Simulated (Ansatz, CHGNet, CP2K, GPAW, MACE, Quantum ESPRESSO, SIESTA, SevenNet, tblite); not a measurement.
# NaH9C4O7 (P-1) (84 atoms): one structure in several programs

How near do other programs and methods come to a plane-wave reference for NaH9C4O7 (P-1) (84 atoms)? A plane-wave run serves as the reference.

Program: Quantum ESPRESSO 7.5. Level of theory: Kohn-Sham DFT, PBE, SSSP efficiency 1.3.0 pseudopotentials, plane waves. Results are calculated unless marked as measured.

## 1. The structure

The cell holds 84 atoms: 4 Na, 36 H, 16 C and 28 O. Its edges and angles: a = 11.912 Å, b = 6.392 Å, c = 11.230 Å, α = 104.2°, β = 91.5°, γ = 100.2°. It derives from NaH9C4O7 (P-1), repeated 2×1×1. NaH9C4O7, space group P-1, structure from the Crystallography Open Database, 2 x 1 x 1 conventional cells; positions as listed; bonds to H set to neutron lengths (C-H 1.089, N-H 1.015, O-H 0.983, B-H 1.19 Å) where the listed ones are shorter. Then every atom was moved at random, 0.02 Å r.m.s. a Cartesian component (hydrogen 0.6 of that).

## 2. The reference run

The input, pw.in:

```
&control
  calculation = 'scf'
  pseudo_dir = './pseudo'
  outdir = './tmp'
  disk_io = 'none'
  tprnfor = .true.
  tstress = .true.
/
&system
  ibrav = 0
  nat = 84
  ntyp = 4
  ecutwfc = 60
  ecutrho = 480
  nosym = .true.
  occupations = 'smearing'
  smearing = 'fd'
  degauss = 0.003675
/
&electrons
  conv_thr = 4.2e-07
  electron_maxstep = 100
  mixing_beta = 0.4
  mixing_mode = 'plain'
  diagonalization = 'david'
/
ATOMIC_SPECIES
Na 22.990 Na.upf
H 1.008 H.upf
C 12.011 C.upf
O 15.999 O.upf
CELL_PARAMETERS angstrom
11.91200 0.00000 0.00000
-1.13193 6.29098 0.00000
-0.30376 -2.84790 10.85864
ATOMIC_POSITIONS crystal
Na 0.12875 0.04367 0.42657
Na 0.37194 0.96540 0.57375
H 0.29622 0.75416 0.99429
H 0.20428 0.24773 0.00243
H 0.03735 0.79596 0.13454
H 0.46353 0.20624 0.86394
H 0.99209 0.71952 0.92296
H 0.50765 0.27757 0.07336
H 0.12509 0.14056 0.68211
H 0.37419 0.85337 0.31816
H 0.06630 0.33365 0.66281
H 0.43298 0.67016 0.33765
[... 68 atom lines left out ...]
O 0.60973 0.33662 0.34207
O 0.88734 0.66009 0.65607
O 0.67475 0.75546 0.51499
O 0.82390 0.24594 0.48654
K_POINTS gamma
```

Started as:

```sh
$ OMP_NUM_THREADS=1 mpirun -np 2 pw.x -in pw.in > output.txt
```

The program printed:

```text
Program PWSCF
     gamma-point specific algorithms are used
     Parallelization info
     sticks:   dense  smooth     PW     G-vecs:    dense   smooth      PW
     Min        5116    2555    633               487594   172404   21523
     Max        5117    2556    636               487599   172407   21526
     Sum       10233    5111   1269               975193   344811   43049
     bravais-lattice index     =            0
     lattice parameter (alat)  =      22.5104  a.u.
     unit-cell volume          =    5491.2982 (a.u.)^3
     number of atoms/cell      =           84
     number of atomic types    =            4
     number of electrons       =       304.00
     number of Kohn-Sham states=          182
     kinetic-energy cutoff     =      60.0000  Ry
[... lines left out ...]
     scf convergence threshold =      4.2E-07
[... lines left out ...]
     number of k points=     1  Fermi-Dirac smearing, width (Ry)=  0.0037
[... lines left out ...]
     total energy              =   -1884.79156065 Ry
[... lines left out ...]
     total energy              =   -1886.57515358 Ry
[... lines left out ...]
     total energy              =   -1886.64452006 Ry
[... lines left out ...]
     total energy              =   -1886.66843993 Ry
[... lines left out ...]
     total energy              =   -1886.66844210 Ry
[... lines left out ...]
   -21.3281 -21.2566 -21.0759 -20.7166 -19.9956 -19.9876 -19.9722 -19.9631
   -19.9441 -19.9324 -19.9283 -19.9156 -19.9149 -19.8850 -19.8693 -19.8592
[...]
5.8215   6.5756   6.7603   6.8304   6.9245   7.1455   7.4265   7.4823
     7.6353   7.6886   7.8420   8.0052   8.1593   8.3110   8.7026   8.8047
     8.8765   9.1686   9.2627   9.3125   9.3595   9.5694
     the Fermi energy is     1.3763 ev
!    total energy              =   -1886.66844283 Ry
     estimated scf accuracy    <       0.00000016 Ry
     smearing contrib. (-TS)   =      -0.00000000 Ry
     internal energy E=F+TS    =   -1886.66844283 Ry
     The total energy is F=E-TS. E is the sum of the following terms:
     one-electron contribution =   -1078.97010458 Ry
     hartree contribution      =     657.44932909 Ry
     xc contribution           =    -366.23677813 Ry
     ewald contribution        =    -733.99843653 Ry
     one-center paw contrib.   =    -364.91245268 Ry
     convergence has been achieved in  11 iterations
     Forces acting on atoms (cartesian axes, Ry/au):
     atom    1 type  1   force =    -0.00005656   -0.00490633    0.00599342
     atom    2 type  1   force =     0.00008000   -0.00290301   -0.00701490
     atom    3 type  2   force =    -0.00848271   -0.00724995   -0.02333582
[...]
atom   83 type  4   force =     0.01247840    0.00942541   -0.05889105
     atom   84 type  4   force =     0.00966315   -0.02556709   -0.06871463
     Total force =     0.698759     Total SCF correction =     0.000676
     Computing stress (Cartesian axis) and pressure
          total   stress  (Ry/bohr**3)                   (kbar)     P=       32.61
   0.00027396  -0.00000937   0.00005046           40.30       -1.38        7.42
  -0.00000937   0.00008792  -0.00001410           -1.38       12.93       -2.07
   0.00005046  -0.00001410   0.00030325            7.42       -2.07       44.61
     Message from routine punch:
     Nothing written, as per user request (disk_io='none')
```

Elapsed: 93 s, on 2 MPI ranks of Arm Neoverse V2, shared host; peak memory 1.5 GiB.

Banners, paths, timers and routine set-up lines are dropped from the logs unmarked, and long logs keep their key lines alone; longer cuts are marked.

Numbers from this run:

- r.m.s. force component: 1.132 eV/Å
- longest force: 7.175 eV/Å
- pressure: 3.261 GPa
- gap (highest filled to lowest empty level): 2.909 eV

## 3. What was run beside it

The programs:
- CHGNet: machine-learned potential, published weights.
- CP2K 2026.2: Gaussian basis with GTH pseudopotentials and a plane-wave density; labels give functional, basis (MOLOPT sets; SR short-range, UZH the newer set with its own potentials), grid cutoff/relative cutoff and solver (OT: orbital transformation; TRS4, TC2, SIGN: linear-scaling purification with its sparsity filter), or its built-in tight binding.
- GPAW 26.7.0: PAW with atomic orbitals (LCAO), plane waves or a real-space grid of spacing h.
- MACE: machine-learned potential, published weights.
- Quantum ESPRESSO 7.5: plane waves; labels (QE) give functional, pseudopotential set and cutoffs of waves/density.
- SIESTA 5.4.2: numerical atomic orbitals, whose automatically made sets are far from complete, with PseudoDojo norm-conserving potentials that we converted to its format (checked against plane waves on the same files for H, C, O, Si, Ge and Ca alone); labels give functional, basis size, energy shift and mesh cutoff.
- SevenNet: machine-learned potential, published weights.
- tblite 0.8.0: extended tight binding, driven from Python.

All use the same cell and atoms; the electronic-structure runs use the same k-mesh, and an electronic temperature of 580 K (0.05 eV) where levels are smeared.

Differences are against the plane-wave reference, forces as r.m.s. over components; share is that over the reference's r.m.s. force, slope the least-squares factor from reference forces to these. Total energies of different programs have different zeros and aren't compared.

| run | Δ force, r.m.s. (meV/Å) | share (%) | slope | Δ pressure (GPa) | Δ gap (eV) | cores | CPU time | memory (GiB) |
| --- | --- | --- | --- | --- | --- | --- | --- | --- |
| reference | - | - | - | - | - | 2 | 3.1 min | 1.5 |
| CHGNet 0.3.0 potential | 201 | 17.7 | 0.920 | -0.313 | - | 1 | 3.9 s | 1.4 |
| CP2K PBE+rVV10L, DZVP-UZH, 800/50 Ry, diagonalisation | 244 | 21.6 | 1.086 | 1.06 | -0.0067 | 4 | 13 min | 8.2 |
| CP2K PBE, DZVP-UZH, 280/50 Ry, diagonalisation (coarse) | 604 | 53.3 | 1.083 | 1.82 | 0.0055 | 2 | 5.2 min | 0.95 |
| CP2K PBE, DZVP-UZH, 800/50 Ry, diagonalisation | 222 | 19.6 | 1.080 | 1.63 | 0.0041 | 4 | 6.9 min | 4.5 |
| CP2K PBE, SZV-MOLOPT-SR, 800/50 Ry, TRS4 filter 1e-03, SCF 1e-04 (coarse) | 3135 | 277 | 1.610 | 12.0 | - | 1 | 43 s | 1.7 |
| CP2K PBE, SZV-MOLOPT-SR, 800/50 Ry, diagonalisation (coarse) | 2642 | 233 | 1.962 | 15.4 | -0.440 | 1 | 4 min | 3.3 |
| CP2K PBE, TZVP-UZH, 800/50 Ry, diagonalisation | 172 | 15.2 | 1.052 | 1.34 | 0.0138 | 4 | 7.1 min | 4.5 |
| GPAW LDA, LCAO dzp, h 0.18 Å | 493 | 43.5 | 1.102 | - | -0.0674 | 1 | 72 s | 0.89 |
| GPAW PBE, LCAO dzp, h 0.18 Å | 455 | 40.2 | 1.151 | - | -0.0151 | 1 | 79 s | 0.89 |
| GPAW PBE, LCAO sz(dzp), h 0.18 Å (coarse) | 2886 | 255 | 1.821 | - | -1.18 | 1 | 32 s | 0.7 |
| GPAW PBE, LCAO szp(dzp), h 0.18 Å (coarse) | 1431 | 126 | 1.298 | - | -0.400 | 1 | 64 s | 0.84 |
| MACE MP-0b2 small potential | 230 | 20.3 | 1.046 | -0.260 | - | 1 | 5.7 s | 0.67 |
| QE PBE+D3(BJ), sssp-1.3.0-efficiency, 60/480 Ry | 4.94 | 0.437 | 0.999 | -1.19 | 0 | 2 | 3.2 min | 1.6 |
| QE PBE, gbrv-1.5, 40/200 Ry | 189 | 16.7 | 1.029 | 1.01 | -0.0011 | 2 | 83 s | 0.65 |
| SIESTA PBE, DZP, shift 0.01 Ry, mesh 150 Ry (coarse) | 366 | 32.4 | 1.165 | 1.52 | 0.0356 | 1 | 32 s | 0.38 |
| SIESTA PBE, DZP, shift 0.01 Ry, mesh 500 Ry | 365 | 32.2 | 1.162 | 1.48 | 0.0346 | 2 | 2.6 min | 1.4 |
| SIESTA PBE, DZP, shift 0.02 Ry, mesh 500 Ry | 303 | 26.8 | 1.131 | -1.91 | 0.0395 | 2 | 1.9 min | 1.2 |
| SIESTA PBE, SZ, shift 0.01 Ry, mesh 500 Ry (coarse) | 3025 | 267 | 1.884 | 20.8 | -1.75 | 1 | 53 s | 0.61 |
| SevenNet 0 potential | 223 | 19.7 | 0.949 | 0.213 | - | 1 | 7.3 s | 1.1 |
| tblite GFN1-xTB | 482 | 42.6 | 0.862 | -3.87 | - | 1 | 2.6 s | 0.13 |
| tblite GFN2-xTB | 408 | 36.1 | 0.872 | -3.67 | - | 1 | 6.6 s | 0.13 |

Rows marked coarse were listed beforehand as settings not expected to be converged; some can still land near the reference.

Times of the machine-learned potentials are mostly Python's start and the loading of weights.

CPU time is summed over cores on a shared host, where runs went side by side, so it is rough. Symmetry, cutoffs, thresholds, outputs and thread counts weren't matched or tuned between programs; memory under MPI is the largest rank's times the ranks.

Runs without a result: CP2K GFN1-xTB, diagonalisation (not converged, the SCF not settling); CP2K PBE, SZV-MOLOPT-SR, 800/50 Ry, TRS4 filter 1e-04, SCF 1e-05 (cut off at its time limit of 7.8 min); CP2K PBE, SZV-MOLOPT-SR, 800/50 Ry, TRS4 filter 1e-06, SCF 1e-06 (cut off at its time limit of 7.8 min).

Mean charges by element (e), by run and scheme:

| run | scheme | Na | H | C | O |
| --- | --- | --- | --- | --- | --- |
| CP2K PBE+rVV10L, DZVP-UZH, 800/50 Ry, diagonalisation | Mulliken | +0.89 | +0.26 | +0.09 | -0.52 |
| CP2K PBE, DZVP-UZH, 800/50 Ry, diagonalisation | Mulliken | +0.91 | +0.27 | +0.09 | -0.52 |
| CP2K PBE, TZVP-UZH, 800/50 Ry, diagonalisation | Mulliken | +0.92 | +0.30 | +0.19 | -0.62 |
| SIESTA PBE, DZP, shift 0.01 Ry, mesh 500 Ry | Hirshfeld | +0.21 | +0.07 | +0.07 | -0.16 |
| SIESTA PBE, DZP, shift 0.02 Ry, mesh 500 Ry | Hirshfeld | +0.17 | +0.05 | +0.07 | -0.13 |
| tblite GFN1-xTB | Mulliken | +0.50 | +0.30 | +0.26 | -0.60 |
| tblite GFN2-xTB | Mulliken | +0.65 | +0.25 | +0.18 | -0.52 |

Within one program, basis, potentials and functional, energies share a zero. Each run against its twin at the usual cutoff or grid and solver:

| run | twin | Δ energy (meV/atom) | Δ force, r.m.s. (meV/Å) | CPU time over the twin's |
| --- | --- | --- | --- | --- |
| CP2K PBE, DZVP-UZH, 280/50 Ry, diagonalisation | DZVP-UZH, 800/50 Ry, diagonalisation | -8.07 | 548 | 0.76 (this twin ran on 4 cores) |
| CP2K PBE, SZV-MOLOPT-SR, 800/50 Ry, TRS4 filter 1e-03, SCF 1e-04 | SZV-MOLOPT-SR, 800/50 Ry, diagonalisation | 121 | 1494 | 0.18 |
| SIESTA PBE, DZP, shift 0.01 Ry, mesh 150 Ry | DZP, shift 0.01 Ry, mesh 500 Ry | 1.04 | 30.5 | 0.20 (this twin ran on 2 cores) |

## 4. Summary of results

```json
{"reference r.m.s. force component": "1.13 eV/Å", "nearest in forces": "QE PBE+D3(BJ), sssp-1.3.0-efficiency, 60/480 Ry, 0.44 %", "farthest in forces": "CP2K PBE, SZV-MOLOPT-SR, 800/50 Ry, TRS4 filter 1e-03, SCF 1e-04 (coarse), 277 %", "cheapest electronic-structure run beside the reference": "tblite GFN1-xTB, 2.6 s of CPU time"}
```

What this shows: PBE on plane waves or a grid with other potentials, cutoffs or grids, coarse settings apart, differs from the reference by 17 % (QE PBE, gbrv-1.5, 40/200 Ry) of the r.m.s. force; potentials, valence shells or grid differ, and the table alone doesn't part them. The PBE runs in local orbitals, coarse settings apart, differ by 15 % (CP2K PBE, TZVP-UZH, 800/50 Ry, diagonalisation) to 40 % (GPAW PBE, LCAO dzp, h 0.18 Å); basis, grid and potentials can all enter. Tight binding differs by 36 % (tblite GFN2-xTB) to 43 % (tblite GFN1-xTB); it is another model, with fitted parameters of its own, and the xTB methods hold dispersion. Machine-learned potentials differ by 18 % (CHGNet 0.3.0 potential) to 20 % (MACE MP-0b2 small potential); they were trained on other programs' data. In the reference's own program, potentials and cutoffs, a change of model alone moves forces by 0.44 % (QE PBE+D3(BJ), sssp-1.3.0-efficiency, 60/480 Ry). Other rows with another functional or a dispersion term differ by 22 % (CP2K PBE+rVV10L, DZVP-UZH, 800/50 Ry, diagonalisation) to 44 % (GPAW LDA, LCAO dzp, h 0.18 Å), which mixes the change of model with differences of basis and potentials. Runs with settings chosen to be coarse differ by 32 % (SIESTA PBE, DZP, shift 0.01 Ry, mesh 150 Ry) to 277 % (CP2K PBE, SZV-MOLOPT-SR, 800/50 Ry, TRS4 filter 1e-03, SCF 1e-04), their programs' other errors included. Of the electronic-structure runs that take under half the reference's CPU time, QE PBE, gbrv-1.5, 40/200 Ry comes nearest, at 17 % in 83 s against 3.1 min. SIESTA PBE, DZP, shift 0.01 Ry, mesh 150 Ry stiffens the forces by a factor of 1.16 while following their directions (correlation 0.973). In GPAW PBE, LCAO dzp, h 0.18 Å the difference has nearly one length on every H (0.65 eV/Å) and points along its bond, outwards: this method prefers longer bonds, and stiff bonds to hydrogen turn a small shift into a large force. At the same functional, gaps differ from the reference's 2.91 eV by between -1.75 and +0.04 eV. These are spacings on the run's k-points, which needn't hold the band edges. In pressure, SIESTA PBE, SZ, shift 0.01 Ry, mesh 500 Ry misses by +20.8 GPa, at the same functional. Charges hang on model, scheme and program or settings: among these rows the mean for Na runs from +0.17 to +0.92 e. In the reference: filled and empty levels are parted by 2.91 eV on the run's k-points; the mesh holds the band edges only if they fold onto it, so the gap at this level can be narrower or closed, while semilocal functionals tend to narrow gaps against experiment. Periodic xTB results under one method name differ between programs and library versions. With short bonds to hydrogen, sets of potentials differ among themselves by several per cent in forces even at converged cutoffs, so the reference isn't exact here either. GBRV, made for solids, lies farthest in such cells, whatever the cutoff. The potentials hold different valence shells: 304 electrons in the reference, 296 in GPAW; this bears on time and differences. The reference's pressure holds the uncorrected Pulay stress of its 60 Ry basis, so small pressure differences, and their order, may be the reference's own error. Machine-learned potentials mimic data converged in k, so the reference's own k-point error enters their differences. The reference's stress is far from hydrostatic: its diagonal is 4.0, 1.3, 4.5 GPa, compression counted positive. The reference's PBE has no dispersion term, which matters for the binding between molecules or layers. The published positions, changed by the recipe (random displacements or longer bonds to H), lie far from the minimum at this level of theory. The reference's pressure of 3.3 GPa belongs to a cell and atoms that aren't relaxed at this level. The electronic-structure runs sample only Γ, in a cell whose shortest periodic width is 6 Å.

[Also dropped from logs without a mark: logging warnings of Python, and SIESTA's first energy breakdown and zero terms.]

[Logs are printed without paths, hosts, clocks, repeated set-up lines and the standing remarks that a program may print on its own settings, such as how far it seeks lower states.]

[Hosts, paths, dates, database ids (printed as entryN), source tags and the programs' standing remarks are cut or masked in the printed files.]
